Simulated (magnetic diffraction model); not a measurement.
**Moment size from magnetic intensity in Na2MnCl2F2**

Space group Pbam (no. 55), a = 6.3300 Å, b = 10.8290 Å, c = 3.5200 Å.

| site | atom | x | y | z |
| --- | --- | --- | --- | --- |
| 2a | Mn | 0 | 0 | 0 |
| 4h | Cl | 0.2600 | 0.4585 | 1/2 |
| 4h | Na | 0.5845 | 0.8199 | 1/2 |
| 4g | F | 0.3872 | 0.6980 | 0 |

This is a made-up structure (elements placed in a structure type, unrelaxed), so the numbers test the method and describe no known phase.

Only Mn is taken to order (form factors of Mn2+); orders and moment sizes are assumed, and not adapted to the symmetry. Radiation: neutrons of λ = 1.909 Å, 3° to 50°; isotropic B of 0.64 Å² (Mn), 0.71 Å² (Cl), 0.75 Å² (Na) and 0.72 Å² (F). The intensities are simulated: I ∝ L Σ (|F_N|² + |F_M⊥|²) for unpolarised neutrons, with F_M = 2.695 fm/μB × Σ f(s) S exp(2πi Q·r) exp(−B s²) at Q = H ± k (one set where k and −k are equivalent), only the part normal to Q counting and L = 1/(sin²θ cos θ). For collinear order S is the moment m, which repeats by lattice and centring translations R with the sign exp(−2πi k·R). Form factors are spin-only for 3d ions and dipole or tabulated for f ions, scattering lengths are Sears's of 1992, and absorption is left out. A label names one of the reflections at its angle. The strongest nuclear line in the range is 100, and lines under 0.2 are left out.

In a first state the assumed order is k = (1/2 1/2 1/2), collinear moments along [101], 3.94 μB on Mn; signs + at (0, 0, 0), − at (1/2, 1/2, 0), with this pattern:

```
2θ (°)           index  nuclear  magnetic
 18.56   (1/2 1/2 1/2)      0.0      41.9
 20.12         (1 1 0)      3.4       0.0
 23.52  (1/2 -3/2 1/2)      0.0      28.5
 26.83         (1 2 0)      1.6       0.0
 31.02  (3/2 -1/2 1/2)      0.0       6.9
 31.27   (1/2 5/2 1/2)      0.0      15.2
 31.47         (0 0 1)     41.2       0.0
 34.31   (3/2 3/2 1/2)      0.0       6.7
 35.10         (2 0 0)     28.8       0.0
 35.44         (1 3 0)      2.9       0.0
 36.62         (2 1 0)      3.1       0.0
 37.74         (0 2 1)    100.0       0.0
 40.20  (3/2 -5/2 1/2)      0.0       5.3
 40.40  (1/2 -7/2 1/2)      0.0       7.6
 40.89         (2 2 0)     80.2       0.0
 41.29         (0 4 0)      3.9       0.0
```
(The table stops after 16 lines; 10 more lie at higher angle.)

**Question.** Nearer the ordering temperature the line at 18.56° has total intensity 20.6 on the same scale, and all moments have shrunk alike. How large is the Mn moment?

The nuclear part, 0.0, stays, so the magnetic part is 20.6 against 41.9. It goes as m², so m = 3.94 × √(20.6/41.9) = 2.76 μB; the value used was 2.76 μB.

[Logs are printed without paths, hosts, clocks, repeated set-up lines and the standing remarks that a program may print on its own settings, such as how far it seeks lower states.]
